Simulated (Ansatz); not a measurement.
**The false plateau in GW convergence: Ta2O5 (P2/m)**

Wanted: the G0W0 gap of Ta2O5 (P2/m) over a grid of bands and cutoffs.

Program: Ansatz 0.2.0. Level of theory: G0W0 on LDA, plane waves, PAW; PAW set soft_1. Results are calculated unless marked as measured.

Most raw output is cut from this account.

### Step 1. The starting structure

Symmetry: P2/m, No. 10, monoclinic system. The conventional cell has a = 3.841 Å, b = 3.863 Å, c = 6.778 Å, α = 90.00°, β = 105.57°, γ = 90.00°. Nearest to Ta lie 6 O at 1.90 to 2.21 Å. O has 2 Ta at 1.93 Å nearest. O has 3 Ta at 1.98 to 2.21 Å nearest. Nearest to O lie 2 Ta at 1.90 Å. Farther neighbours and most contacts between anions are not listed.

The cell and positions are those that the Materials Project relaxed with its own functionals (PBE, PBE+U or r2SCAN), kept fixed. Spin-orbit coupling is left out unless a step names it.

### Step 2. 77 empty bands, screening to 50 eV

G0W0 replaces the xc potential by the self-energy, built once from these orbitals. Only a window of levels is corrected, while the sums run over the empty bands that the input names. This step takes PAW set soft_1 files.

input.yaml

```yaml
crystal:
  lattice:
    - [3.8414080139, 0.0, 0.0]
    - [0.0, 3.86271575, 0.0]
    - [-1.8189421445, 0.0, 6.5289594201]
  atoms:
    - { symbol: Ta, position: [0.64953073, 0.0, 0.79131453] }
    - { symbol: Ta, position: [0.35046927, 0.0, 0.20868547] }
    - { symbol: O, position: [0.6621243, 0.5, 0.79832929] }
    - { symbol: O, position: [0.3378757, 0.5, 0.20167071] }
    - { symbol: O, position: [0.18976057, 0.0, 0.87062125] }
    - { symbol: O, position: [0.81023943, 0.0, 0.12937875] }
    - { symbol: O, position: [0.5, 0.0, 0.5] }
kpoints:
  mp_grid: { grid: [4, 4, 2] }
hamiltonian:
  xc: lda
  pseudopotentials: { kind: paw, azcp: { folder: soft_1 }, xc_functional: pbe }
scf:
  occupations: { method: fixed }
gw:
  n_empty_bands: 77
  ecut_chi: 50
  qp_bands: [v2, c2]
  qp_kpoints: band_edges
  screening: { model: contour_deformation }
```

Run with:

```console
> ansatz run input.yaml --threads 2 --pin off --max-ram 92160MiB --backend cuda --events-out ev --progress --plain --runs-dir out --devices 1 --max-vram 13GiB
```

Elapsed: 16 s, on 1 × NVIDIA H100 80GB HBM3 (shared by 6 runs) with 2 threads of AMD EPYC 7R13 (Zen 3), shared host; peak memory 1.1 GiB; 21 s of CPU time.

This step gave:

```yaml
bands_summed: 105
rpa_eps_infinity_on_this_mesh_eigenvalues: 4.864, 5.017, 7.622
plane_waves_in_the_screening_matrix: 69
q_points_in_the_mesh: 32
g0w0_gap_on_the_mesh: 3.632 eV
k_of_the_valence_top: -0.5, -0.5, -0.5
k_of_the_conduction_bottom: 0, 0, -0.5
starting_gap_on_the_mesh: 2.106 eV
z_at_the_valence_top: 0.7397
z_at_the_conduction_bottom: 0.8002
least_direct_g0w0_gap_on_the_computed_points: 4.335 eV
```

The gap on the mesh goes from 2.11 eV to 3.63 eV, a correction of +1.53 eV. Between the two edge states, bare exchange in place of the xc potential would open the gap by 10.67 eV, and correlation takes back 9.14 eV.

### Step 3. 404 empty bands, screening to 50 eV

input.yaml, as its differences from that of step 2:

```diff
@@ -21,3 +21,3 @@
 gw:
-  n_empty_bands: 77
+  n_empty_bands: 404
   ecut_chi: 50
```

Wall time 22 s (1 × NVIDIA H100 80GB HBM3 (shared by 6 runs) with 2 threads); peak memory 1.5 GiB.

Numbers from this step:

```
bands summed                                 : 432
RPA ε∞ on this mesh (eigenvalues)            : 4.873, 5.025, 7.632
plane waves in the screening matrix          : 69
G0W0 gap on the mesh                         : 3.491 eV
k of the valence top                         : -0.5, -0.5, -0.5
k of the conduction bottom                   : 0, 0, -0.5
starting gap on the mesh                     : 2.106 eV
least direct G0W0 gap on the computed points : 4.186 eV
```

Against the run with 4×4×2 mesh, 77 empty bands, screening to 50 eV, PAW set soft_1 files, the gap moves by −0.14 eV.

### Step 4. 219 empty bands, screening to 100 eV

Another rung: the empty bands reach about as high as the screening cutoff, so the two stay in balance.

input.yaml, as its differences from that of step 3:

```diff
@@ -21,4 +21,4 @@
 gw:
-  n_empty_bands: 404
-  ecut_chi: 50
+  n_empty_bands: 219
+  ecut_chi: 100
   qp_bands: [v2, c2]
```

The job ended after 18 s (1 × NVIDIA H100 80GB HBM3 (shared by 6 runs) with 2 threads; peak memory 1.3 GiB).

The G0W0 gap on the mesh is 3.483 eV.

### Step 5. 1143 empty bands, screening to 100 eV

input.yaml, as its differences from that of step 4:

```diff
@@ -21,3 +21,3 @@
 gw:
-  n_empty_bands: 219
+  n_empty_bands: 1143
   ecut_chi: 100
```

Wall time 69 s (1 × NVIDIA H100 80GB HBM3 (shared by 6 runs) with 2 threads); peak memory 2.9 GiB.

The G0W0 gap on the mesh is 3.459 eV.

### Step 6. 77 empty bands, screening to 150 eV

input.yaml, as its differences from that of step 5:

```diff
@@ -21,4 +21,4 @@
 gw:
-  n_empty_bands: 1143
-  ecut_chi: 100
+  n_empty_bands: 77
+  ecut_chi: 150
   qp_bands: [v2, c2]
```

Elapsed: 9.9 s, on 1 × NVIDIA H100 80GB HBM3 (shared by 6 runs) with 2 threads; peak memory 1.5 GiB; 14 s of CPU time.

The G0W0 gap on the mesh is 3.568 eV.

### Step 7. 404 empty bands, screening to 150 eV

input.yaml, as its differences from that of step 6:

```diff
@@ -21,3 +21,3 @@
 gw:
-  n_empty_bands: 77
+  n_empty_bands: 404
   ecut_chi: 150
```

Wall time 31 s (1 × NVIDIA H100 80GB HBM3 (shared by 6 runs) with 2 threads); peak memory 1.7 GiB.

The G0W0 gap on the mesh is 3.532 eV.

### Step 8. 717 empty bands, screening to 220 eV

input.yaml, as its differences from that of step 7:

```diff
@@ -21,4 +21,4 @@
 gw:
-  n_empty_bands: 404
-  ecut_chi: 150
+  n_empty_bands: 717
+  ecut_chi: 220
   qp_bands: [v2, c2]
```

Run time: 44 s. Hardware: 1 × NVIDIA H100 80GB HBM3 (shared by 6 runs) with 2 threads; peak memory 2.8 GiB; 76 s of CPU time.

The G0W0 gap on the mesh is 3.590 eV.

### Step 9. 219 empty bands, screening to 300 eV

input.yaml, as its differences from that of step 8:

```diff
@@ -21,4 +21,4 @@
 gw:
-  n_empty_bands: 717
-  ecut_chi: 220
+  n_empty_bands: 219
+  ecut_chi: 300
   qp_bands: [v2, c2]
```

It took 22 s on 1 × NVIDIA H100 80GB HBM3 (shared by 6 runs) with 2 threads; peak memory 4 GiB.

The G0W0 gap on the mesh is 3.529 eV.

### Step 10. 1143 empty bands, screening to 300 eV

input.yaml, as its differences from that of step 9:

```diff
@@ -21,3 +21,3 @@
 gw:
-  n_empty_bands: 219
+  n_empty_bands: 1143
   ecut_chi: 300
```

Run time: 96 s. Hardware: 1 × NVIDIA H100 80GB HBM3 (shared by 6 runs) with 2 threads; peak memory 5 GiB; 2.9 min of CPU time.

The G0W0 gap on the mesh is 3.619 eV.

### Step 11. The grid

Start LDA, 4×4×2 mesh. Times are wall times on 1 × NVIDIA H100 80GB HBM3 (shared by 6 runs) with 2 threads of AMD EPYC 7R13 (Zen 3), shared host, good to a factor of about two.

```
cutoff (eV)  plane waves at q = 0  bands summed  gap (eV)  Σc valence (eV)  Σc conduction (eV)   time
         50                    69           105     3.632             5.03               -4.11   16 s
         50                    69           432     3.491             4.82               -4.47   22 s
        100                   221           247     3.483             4.83               -4.46   18 s
        100                   221          1171     3.459             4.67               -4.64   69 s
        150                   409           105     3.568             5.17               -4.03  9.9 s
        150                   409           432     3.532             4.64               -4.60   31 s
        220                   741           745     3.590             4.49               -4.70   44 s
        300                  1155           247     3.529             4.81               -4.44   22 s
        300                  1155          1171     3.619             4.40               -4.76   96 s
```

### Step 12. Results

* 105 bands, 50 eV: 3.632 eV
* 432 bands, 50 eV: 3.491 eV
* 247 bands, 100 eV: 3.483 eV
* 1171 bands, 100 eV: 3.459 eV
* 105 bands, 150 eV: 3.568 eV
* 432 bands, 150 eV: 3.532 eV
* 745 bands, 220 eV: 3.590 eV
* 247 bands, 300 eV: 3.529 eV
* 1171 bands, 300 eV: 3.619 eV
* estimated limit along the diagonal: 3.67 eV
* mesh and start: 4×4×2, LDA

At 50 eV, going from 105 to 432 bands moves the gap by −0.14 eV. At 100 eV, going from 247 to 1171 bands moves the gap by −0.02 eV. At 150 eV, going from 105 to 432 bands moves the gap by −0.04 eV. At 300 eV, going from 247 to 1171 bands moves the gap by +0.09 eV. At 105 bands, raising the cutoff from 50 to 150 eV moves it by −0.06 eV. At 432 bands, raising the cutoff from 50 to 150 eV moves it by +0.04 eV. At 247 bands, raising the cutoff from 100 to 300 eV moves it by +0.05 eV. At 1171 bands, raising the cutoff from 100 to 300 eV moves it by +0.16 eV. Along the diagonal, where both rise together, the two highest rungs point to 3.67 eV. Gaps are over the mesh's points; an edge off the mesh would be missed. A low cutoff hides what high bands add, so a band series at one cutoff can look settled before the gap is. The 4×4×2 mesh is coarse for this cell (its supercell is 14 Å along the shortest edge). The RPA ε∞ on it, from the LDA start, is 4.77, 4.92 and 7.47; such meshes misread the long-range screening, most where the gap is narrow. The many-body steps are scalar-relativistic: spin-orbit coupling is not in them.

[Paths, hosts, dates, memory and timing lines, banners, echoed tables and standing remarks are left out of the program output.]

[Logs are printed without paths, hosts, clocks, repeated set-up lines and the standing remarks that a program may print on its own settings, such as how far it seeks lower states.]

[Runs of the session that timed out or met a known fault of the program may be left out.]

[Cells called generated may have been cut or substituted from an entry of the Crystallography Open Database or the Materials Project.]

[Hosts, paths, dates, database ids (printed as entryN), source tags and the programs' standing remarks are cut or masked in the printed files.]
